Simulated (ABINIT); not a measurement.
# Quasiparticle gap of AlN (F-43m) in ABINIT, part 2 of 3

Wanted: ground state, empty states, screening and self-energy for AlN (F-43m).

ABINIT 10.8.3; PBE and many-body steps on it, plane waves. Known limits of the many-body steps: not at the basis limit.

So far. Step 2 (Ground state): The gap is indirect, with the least direct gap 0.87 eV higher.

## 3. Bands along the symmetry lines

Level of this step: DFT, PBE, plane waves, norm-conserving pseudopotentials (ABINIT).

Levels along a band path, at the cheap level, show where the edges lie and whether the meshes to come will hold them.

The input, run.abi:

```
acell 3*1.0 Angstrom
rprim 
  -0.000000000000 2.183993559600 2.183993559600
  2.183993559600 -0.000000000000 2.183993559600
  2.183993559600 2.183993559600 -0.000000000000
ntypat 2
znucl 13 7
natom 2
typat 1 2
xred 
  0.000000000000 0.000000000000 0.000000000000
  0.750000000000 0.750000000000 0.750000000000
pp_dirpath "pseudos"
pseudos "Al.upf, N.upf"
ecut 36
iscf -2
irdden 1
kptopt 0
nkpt 50
kpt 
  0.00000000 0.00000000 0.00000000
  -0.06250000 -0.06250000 0.00000000
  -0.12500000 -0.12500000 0.00000000
  -0.18750000 -0.18750000 0.00000000
  -0.25000000 -0.25000000 0.00000000
  -0.31250000 -0.31250000 0.00000000
  -0.37500000 -0.37500000 0.00000000
  -0.43750000 -0.43750000 0.00000000
  -0.50000000 -0.50000000 0.00000000
  -0.48437500 -0.48437500 0.03125000
  -0.46875000 -0.46875000 0.06250000
  -0.45312500 -0.45312500 0.09375000
  -0.43750000 -0.43750000 0.12500000
  -0.42187500 -0.42187500 0.15625000
  -0.40625000 -0.40625000 0.18750000
  -0.39062500 -0.39062500 0.21875000
  -0.37500000 -0.37500000 0.25000000
  -0.37500000 0.00000000 0.37500000
  -0.32812500 0.00000000 0.32812500
  -0.28125000 0.00000000 0.28125000
  -0.23437500 0.00000000 0.23437500
  -0.18750000 0.00000000 0.18750000
  -0.14062500 0.00000000 0.14062500
  -0.09375000 0.00000000 0.09375000
  -0.04687500 0.00000000 0.04687500
  0.00000000 0.00000000 0.00000000
  0.00000000 0.00000000 0.06250000
  0.00000000 0.00000000 0.12500000
  0.00000000 0.00000000 0.18750000
  0.00000000 0.00000000 0.25000000
  0.00000000 0.00000000 0.31250000
  0.00000000 0.00000000 0.37500000
  0.00000000 0.00000000 0.43750000
  0.00000000 0.00000000 0.50000000
  -0.06250000 -0.03125000 0.46875000
  -0.12500000 -0.06250000 0.43750000
  -0.18750000 -0.09375000 0.40625000
  -0.25000000 -0.12500000 0.37500000
  -0.31250000 -0.15625000 0.34375000
  -0.37500000 -0.18750000 0.31250000
  -0.43750000 -0.21875000 0.28125000
  -0.50000000 -0.25000000 0.25000000
  -0.50000000 -0.28125000 0.21875000
  -0.50000000 -0.31250000 0.18750000
  -0.50000000 -0.34375000 0.15625000
  -0.50000000 -0.37500000 0.12500000
  -0.50000000 -0.40625000 0.09375000
  -0.50000000 -0.43750000 0.06250000
  -0.50000000 -0.46875000 0.03125000
  -0.50000000 -0.50000000 0.00000000
istwfk *1
nband 11
nbdbuf 2
tolwfr 1e-08
nstep 40
prtwf 0
prtvol 0
indata_prefix "in"
outdata_prefix "out"
tmpdata_prefix "tmp"
```

Launch:

```sh
$ OMP_NUM_THREADS=1 mpirun -n 8 abinit run.abi > log
```

Numbers of over 12 decimals in the logs are rounded to 6 here.

Output:

```text
.Version 10.8.3 of ABINIT. v10.8.2 released Aug 2026.

 Symmetries : space group F-4 3 m (#216); Bravais cF (face-center cubic)
[... echo of the input left out ...]
== DATASET  1 ==================================================================
-   mpi_nproc: 8, omp_nthreads: 1 (-1 if OMP is not activated)

--- !DatasetInfo
iteration_state: {dtset: 1, }
dimensions: {natom: 2, nkpt: 50, mband: 11, nsppol: 1, nspinor: 1, nspden: 1, mpw: 1475, }
cutoff_energies: {ecut:  36.0, pawecutdg:  -1.0, }
electrons: {nelect:   8.00000000E+00, charge:   0.00000000E+00, occopt:   1.00000000E+00, tsmear:   1.00000000E-02, }

 Real(R)+Recip(G) space primitive vectors, cartesian coordinates (Bohr,Bohr^-1):
 R(1)=  0.0000000  4.1271497  4.1271497  G(1)= -0.1211490  0.1211490  0.1211490
 R(2)=  4.1271497  0.0000000  4.1271497  G(2)=  0.1211490 -0.1211490  0.1211490
 R(3)=  4.1271497  4.1271497  0.0000000  G(3)=  0.1211490  0.1211490 -0.1211490
 Unit cell volume ucvol=  1.4059849E+02 bohr^3
 Angles (23,13,12)=  6.00000000E+01  6.00000000E+01  6.00000000E+01 degrees

 getcut: wavevector=  0.0000  0.0000  0.0000  ngfft=  32  32  32
         ecut(hartree)=     36.000   => boxcut(ratio)=   2.02987

--- Pseudopotential description ------------------------------------------------
- Al Generated using ONCVPSP code by D. R. Hamann
- 13.00000   3.00000  171031                  znucl, zion, pspdat
12 -101130 2 -1 1876                          pspcod,pspxc,lmax,lloc,mmax
     nproj     2     2     2
  pspatm : epsatm=    4.08140545
         --- l  ekb(1:nproj) -->
             0    5.126667    0.728291
             1    7.287548    0.832437
             2   -2.770497   -0.637722
 pspatm: atomic psp has been read  and splines computed

- N Generated using ONCVPSP code by D. R. Hamann
-  7.00000   5.00000  171031                  znucl, zion, pspdat
12 -101130 1 -1 1058                          pspcod,pspxc,lmax,lloc,mmax
     nproj     2     2     0
  pspatm : epsatm=    5.20977870
         --- l  ekb(1:nproj) -->
[...]
pspatm: atomic psp has been read  and splines computed

--------------------------------------------------------------------------------

================================================================================
 prteigrs : about to open file out_EIG
 Non-SCF case, kpt    1 (  0.00000  0.00000  0.00000), residuals and eigenvalues=
  9.71E-10  2.77E-09  4.29E-09  7.32E-09  6.57E-10  1.48E-09  2.28E-09  8.19E-09
[...]
-3.6046E-01  1.8958E-01  1.8958E-01  1.8958E-01  3.4363E-01  6.5223E-01
  6.5223E-01  6.5223E-01  8.4170E-01  8.4170E-01  8.9101E-01
 Non-SCF case, kpt    2 ( -0.06250 -0.06250  0.00000), residuals and eigenvalues=
  1.61E-09  4.70E-09  3.30E-09  4.21E-09  2.01E-09  3.11E-09  1.76E-09  3.04E-09
[...]
-3.5763E-01  1.7673E-01  1.8652E-01  1.8652E-01  3.5768E-01  6.4259E-01
[...]
5.51E-09  4.84E-09  2.51E-09  3.94E-09  1.53E-09  4.56E-09  1.74E-09  7.44E-09
[...]
-3.4934E-01  1.4803E-01  1.7814E-01  1.7814E-01  3.8760E-01  6.1896E-01
  6.6769E-01  6.6769E-01  6.9898E-01  8.5904E-01  9.2688E-01
[...]
Non-SCF case, kpt   49 ( -0.50000 -0.46875  0.03125), residuals and eigenvalues=
[...]
-2.6170E-01  1.0381E-02  1.2267E-01  1.2270E-01  3.1521E-01  5.1016E-01
  6.9990E-01  7.6114E-01  7.6755E-01  1.0562E+00  1.0588E+00
 Non-SCF case, kpt   50 ( -0.50000 -0.50000  0.00000), residuals and eigenvalues=
[...]
-2.6178E-01  9.5895E-03  1.2433E-01  1.2433E-01  3.1176E-01  5.0752E-01
  7.0112E-01  7.6645E-01  7.6645E-01  1.0537E+00  1.0698E+00

--- !ResultsGS
iteration_state: {dtset: 1, }
comment   : Summary of ground state results
lattice_vectors:
- [ -0.0000000,   4.1271497,   4.1271497, ]
- [  4.1271497,  -0.0000000,   4.1271497, ]
- [  4.1271497,   4.1271497,  -0.0000000, ]
lattice_lengths: [   5.83667,    5.83667,    5.83667, ]
lattice_angles: [ 60.000,  60.000,  60.000, ] # degrees, (23, 13, 12)
lattice_volume:   1.4059849E+02
convergence: {deltae:  0.000E+00, res2:  0.000E+00, residm:  9.997E-09, diffor:  0.000E+00, }
etotal    :  -1.27923967E+01
entropy   :   0.00000000E+00
fermie    :   1.89575042E-01
cartesian_stress_tensor: null
pressure_GPa: null
xred      :
- [  0.0000E+00,   0.0000E+00,   0.0000E+00, Al]
- [  7.5000E-01,   7.5000E-01,   7.5000E-01,  N]
cartesian_forces: null
force_length_stats: {min: null, max: null, mean: null, }

 Integrated electronic density in atomic spheres:
 ------------------------------------------------
 Atom  Sphere_radius  Integrated_density
[...]
================================================================================

 ----iterations are completed or convergence reached----

 Mean square residual over all n,k,spin=   46.700E-10; max=  99.965E-10
 reduced coordinates (array xred) for    2 atoms
[...]
cartesian coordinates (angstrom) at end:
    1      0.000000     0.000000     0.000000
    2      3.275990     3.275990     3.275990
 length scales=  1.889726125908  1.889726125908  1.889726125908 bohr
              =  1.000000000000  1.000000000000  1.000000000000 angstroms
 prteigrs : about to open file out_EIG
 Eigenvalues (hartree) for nkpt=  50  k points:
 kpt#   1, nband= 11, wtk=  1.00000, kpt=  0.0000  0.0000  0.0000 (reduced coord)
[...]
kpt#   2, nband= 11, wtk=  1.00000, kpt= -0.0625 -0.0625  0.0000 (reduced coord)
[...]
kpt#   3, nband= 11, wtk=  1.00000, kpt= -0.1250 -0.1250  0.0000 (reduced coord)
[...]
kpt#  49, nband= 11, wtk=  1.00000, kpt= -0.5000 -0.4687  0.0313 (reduced coord)
  -0.26170    0.01038    0.12267    0.12270    0.31521    0.51016    0.69990    0.76114
   0.76755    1.05617    1.05884
 kpt#  50, nband= 11, wtk=  1.00000, kpt= -0.5000 -0.5000  0.0000 (reduced coord)
  -0.26178    0.00959    0.12433    0.12433    0.31176    0.50752    0.70112    0.76645
   0.76645    1.05374    1.06976

== END DATASET(S) ==============================================================
================================================================================

 -outvars: echo values of variables after computation  --------
            nband          11
             nkpt          50
          spgroup         216
 [... the other variables as echoed above ...]

 Calculation completed.
```

It took 2.2 s on 8 MPI ranks of Intel Xeon 6975P-C (Granite Rapids), shared host; peak memory 0.07 GiB.

Numbers from this step:

```yaml
gap: 3.325 eV
k_of_the_valence_top: 0, 0, 0
k_of_the_conduction_bottom: -0.5, -0.5, 0
least_direct_gap: 4.192 eV
```

The gap is 3.325 eV, as in the run before at this level.

The electronic bands at the labelled points (eV, zero at the top of the highest filled band; v1 is the highest filled band, c1 the lowest empty one):

```
    point      v4     v3     v2     v1    c1     c2     c3     c4
        Γ  -14.97   0.00   0.00   0.00  4.19  12.59  12.59  12.59
  halfway  -13.84  -2.88  -0.98  -0.98  5.96  10.29  11.51  14.02
        X  -12.28  -4.90  -1.78  -1.78  3.32   8.65  13.92  15.70
  halfway  -12.27  -4.73  -2.47  -1.67  3.96   9.19  13.67  15.23
        U  -12.30  -4.25  -3.63  -1.37  5.17  10.12  13.05  14.17
jump to K  -12.30  -4.25  -3.63  -1.37  5.17  10.12  13.05  14.17
  halfway  -13.74  -3.54  -1.50  -0.20  7.34  10.30  11.41  12.58
        Γ  -14.97   0.00   0.00   0.00  4.19  12.59  12.59  12.59
  halfway  -14.12  -3.26  -0.26  -0.26  6.45  10.98  12.35  12.35
        L  -12.92  -5.86  -0.48  -0.48  7.39   9.85  11.17  11.17
  halfway  -12.60  -5.14  -2.22  -1.12  7.11   9.26  12.17  12.69
        W  -12.23  -3.77  -3.44  -2.70  6.05  11.45  11.98  12.16
  halfway  -12.25  -4.56  -2.40  -2.29  4.57   9.69  13.40  13.89
        X  -12.28  -4.90  -1.78  -1.78  3.32   8.65  13.92  15.70
```

The electronic bands as a text plot (rows in eV, shown from -8.0 to 9.3 only):

```
    9.0 |         ++++++      ++                    +++       +++
    8.2 |                     ++                    +
    7.5 |                   ++  +              +++++ +
    6.8 |                        ++         +++       ++
    6.1 |    +++           +               +            ++++
    5.4 |  ++   ++        +        ++    ++                 +
    4.6 | +              +           +  +                    +
    3.9 |+        +++  ++             ++                      ++
    3.2 |            ++                                         +
    2.5 |
    1.7 |
    1.0 |
    0.3 |*                         ******
   -0.4 | ****              **********  *************
   -1.1 |  ** ****       ***    *****    **         ****
   -1.9 |    *    *******                  *         ** *     ***
   -2.6 |     **       **     ** **                    * *****
   -3.3 |       **       *****  *           *           *****
   -4.0 |         *      ***  **             **         *****
   -4.8 |          ******   **                 *       *     ****
   -5.5 |                                       * *****
   -6.2 |                                        *
   -6.9 |
   -7.6 |
         Γ           X  U|K            Γ         L        W     X
```

## 4. Empty states on the mesh, 6×6×6 mesh, 107 bands

The sums over transitions need many empty states on a uniform mesh; this step solves for them.

The input, run.abi:

```
acell 3*1.0 Angstrom
rprim 
  -0.000000000000 2.183993559600 2.183993559600
  2.183993559600 -0.000000000000 2.183993559600
  2.183993559600 2.183993559600 -0.000000000000
ntypat 2
znucl 13 7
natom 2
typat 1 2
xred 
  0.000000000000 0.000000000000 0.000000000000
  0.750000000000 0.750000000000 0.750000000000
pp_dirpath "pseudos"
pseudos "Al.upf, N.upf"
ecut 36
ngkpt 6 6 6
nshiftk 1
shiftk 0 0 0
kptopt 1
chksymbreak 0
irdden 1
istwfk *1
nband 107
prtvol 0
optdriver 6
gwr_task "HDIAGO"
paral_kgb 0
occopt 1
indata_prefix "in"
outdata_prefix "out"
tmpdata_prefix "tmp"
```

Output:

```text
[banner, memory and clock lines left out]
.Version 10.8.3 of ABINIT. v10.8.2 released Aug 2026.

 Symmetries : space group F-4 3 m (#216); Bravais cF (face-center cubic)
[... echo of the input left out ...]
== DATASET  1 ==================================================================
-   mpi_nproc: 8, omp_nthreads: 1 (-1 if OMP is not activated)

--- !DatasetInfo
iteration_state: {dtset: 1, }
dimensions: {natom: 2, nkpt: 16, mband: 107, nsppol: 1, nspinor: 1, nspden: 1, mpw: 1464, }
cutoff_energies: {ecut:  36.0, pawecutdg:  -1.0, }
electrons: {nelect:   8.00000000E+00, charge:   0.00000000E+00, occopt:   1.00000000E+00, tsmear:   1.00000000E-02, }

.Using double precision arithmetic; gwpc =  8

- Reading GS density from: in_DEN

--- Pseudopotential description ------------------------------------------------
- Al Generated using ONCVPSP code by D. R. Hamann
- 13.00000   3.00000  171031                  znucl, zion, pspdat
12 -101130 2 -1 1876                          pspcod,pspxc,lmax,lloc,mmax
     nproj     2     2     2
  pspatm : epsatm=    4.08140545
         --- l  ekb(1:nproj) -->
             0    5.126667    0.728291
             1    7.287548    0.832437
             2   -2.770497   -0.637722
 pspatm: atomic psp has been read  and splines computed

- N Generated using ONCVPSP code by D. R. Hamann
-  7.00000   5.00000  171031                  znucl, zion, pspdat
12 -101130 1 -1 1058                          pspcod,pspxc,lmax,lloc,mmax
     nproj     2     2     0
  pspatm : epsatm=    5.20977870
         --- l  ekb(1:nproj) -->
             0    7.494509    0.636305
             1   -4.293905   -1.006988
 pspatm: atomic psp has been read  and splines computed

   7.43294732E+01                                ecore*ucvol(ha*bohr**3)

 Total charge density [el/Bohr^3]
)     Maximum=    5.3984E-01  at reduced coord.    0.7813    0.7813    0.8125
)     Minimum=    1.3366E-03  at reduced coord.    0.0000    0.0000    0.0000
   Integrated=    8.0000E+00

 === KS gaps after direct diagonalization ===
 Indirect band gap semiconductor
 Fundamental gap:     3.325 (eV)
   VBM:     5.159 (eV) at k: [ 0.0000E+00,  0.0000E+00,  0.0000E+00]
   CBM:     8.483 (eV) at k: [ 5.0000E-01,  5.0000E-01,  0.0000E+00]
 Direct gap:         4.192 (eV) at k: [ 0.0000E+00,  0.0000E+00,  0.0000E+00]

== END DATASET(S) ==============================================================

 -outvars: echo values of variables after computation  --------
           etotal      0.0000000000E+00
            nband         107
             nkpt          16
          spgroup         216
 [... the other variables as echoed above ...]

 Calculation completed.
```

The job ended after 4.2 s (8 MPI ranks; peak memory 0.86 GiB; 32 s of CPU time).

This step gave:

- gap: 3.325 eV
- k of the valence top: 0, 0, 0
- k of the conduction bottom: 0.5, 0.5, 0
- least direct gap: 4.192 eV
- k points computed: 16
- lowest point of the top converged band, above the valence top: 142.0660 eV

On this mesh the gap is 3.325 eV.

## 5. Screening, 6×6×6 mesh, 99 bands, screening to 217.7 eV

The RPA dielectric matrix is built and inverted for each q.

This step: RPA screening on PBE, plane waves, norm-conserving pseudopotentials.

Changes to run.abi since step 4:

```diff
@@ -20,10 +20,11 @@
 chksymbreak 0
-irdden 1
 istwfk *1
-nband 107
-prtvol 0
-optdriver 6
-gwr_task "HDIAGO"
-paral_kgb 0
 occopt 1
+irdwfk 1
+optdriver 3
+nband 99
+ecuteps 8
+inclvkb 2
+awtr 1
+symchi 1
 indata_prefix "in"
```

Output:

```text
.Version 10.8.3 of ABINIT. v10.8.2 released Aug 2026.

 Symmetries : space group F-4 3 m (#216); Bravais cF (face-center cubic)
[... echo of the input left out ...]
== DATASET  1 ==================================================================
-   mpi_nproc: 8, omp_nthreads: 1 (-1 if OMP is not activated)

--- !DatasetInfo
iteration_state: {dtset: 1, }
dimensions: {natom: 2, nkpt: 16, mband: 99, nsppol: 1, nspinor: 1, nspden: 1, mpw: 1464, }
cutoff_energies: {ecut:  36.0, pawecutdg:  -1.0, }
electrons: {nelect:   8.00000000E+00, charge:   0.00000000E+00, occopt:   1.00000000E+00, tsmear:   1.00000000E-02, }

 SCREENING: Calculation of the susceptibility and dielectric matrices

 Based on a program developped by R.W. Godby, V. Olevano, G. Onida, and L. Reining.
 Incorporated in ABINIT by V. Olevano, G.-M. Rignanese, and M. Torrent.
.Using double precision arithmetic ; gwpc =  8

[... cell and pseudopotentials left out ...]
--------------------------------------------------------------------------------

 ==== K-mesh for the wavefunctions ====
 Number of points in the irreducible wedge :    16
[... list of points left out ...]
 Together with 24 symmetry operations and time-reversal symmetry
 yields   216 points in the full Brillouin Zone.

 ==== Q-mesh for the screening function ====
 Number of points in the irreducible wedge :    16
[... list of points left out ...]
 Together with 24 symmetry operations and time-reversal symmetry
 yields   216 points in the full Brillouin Zone.

 setmesh: FFT mesh size selected  =    24x   24x   24
          total number of points  =        13824

 vcoul_init : cutoff-mode = AUXILIARY_FUNCTION
 q-points for optical limit:   1
     1)      0.000010    0.000020    0.000030

- screening: taking advantage of time-reversal symmetry
- Maximum band index for partially occupied states nbvw = 4
- Remaining bands to be divided among processors   nbcw = 95
- Number of bands treated by each node ~11

 Number of electrons calculated from density =    8.0000; Expected =    8.0000
 average of density, n =  0.056900
 r_s =    1.6129
 omega_plasma =   23.0097 [eV]

 calculating chi0 at frequencies [eV] :
  1    0.000000E+00    0.000000E+00
  2    0.000000E+00    2.300966E+01

--------------------------------------------------------------------------------
  q-point number  1        q = ( 0.000000, 0.000000, 0.000000) [r.l.u.]
--------------------------------------------------------------------------------
[... chi0 elements left out ...]
 For q-point:  0.000010 0.000020 0.000030
  dielectric constant =   4.3481
  dielectric constant without local fields =   4.7911

  Average fulfillment of the sum rule on Im[epsilon] for q-point    1 :     88.65  [%]
[... wings left out ...]
  q-point number  2        q = ( 0.166667, 0.000000, 0.000000) [r.l.u.]
--------------------------------------------------------------------------------
[... chi0 elements left out ...]
  Average fulfillment of the sum rule on Im[epsilon] for q-point    2 :     95.61  [%]

 [... 14 further q-points ...]
```

Wall time 16 s (8 MPI ranks); peak memory 1.2 GiB; 2.1 min of CPU time.

This step gave:

| Quantity | Value |
| --- | --- |
| ε∞ with local fields, on this mesh, along the program's q direction | 4.348 |
| the same without local fields | 4.791 |
| plasma frequency | 23.01 eV |
| plane waves in the screening matrix | 169 |

Local fields lower ε∞ by 9 %.

(Continued in part 3 of 3.)

[Paths, hosts, dates, memory and timing lines, banners, echoed tables and standing remarks are left out of the program output.]

[Logs are printed without paths, hosts, clocks, repeated set-up lines and the standing remarks that a program may print on its own settings, such as how far it seeks lower states.]

[Runs of the session that timed out or met a known fault of the program may be left out.]

[Hosts, paths, dates, database ids (printed as entryN), source tags and the programs' standing remarks are cut or masked in the printed files.]

[G0W0 gaps are taken among the corrected bands and points alone; a level outside them can change the order at an edge.]

[Where Ansatz stands beside ABINIT at settings called matched, ABINIT's density can come from a denser mesh and the files from another edition; pairs whose starting gaps differed by over 0.03 eV were left out, so agreement reads better than it is.]
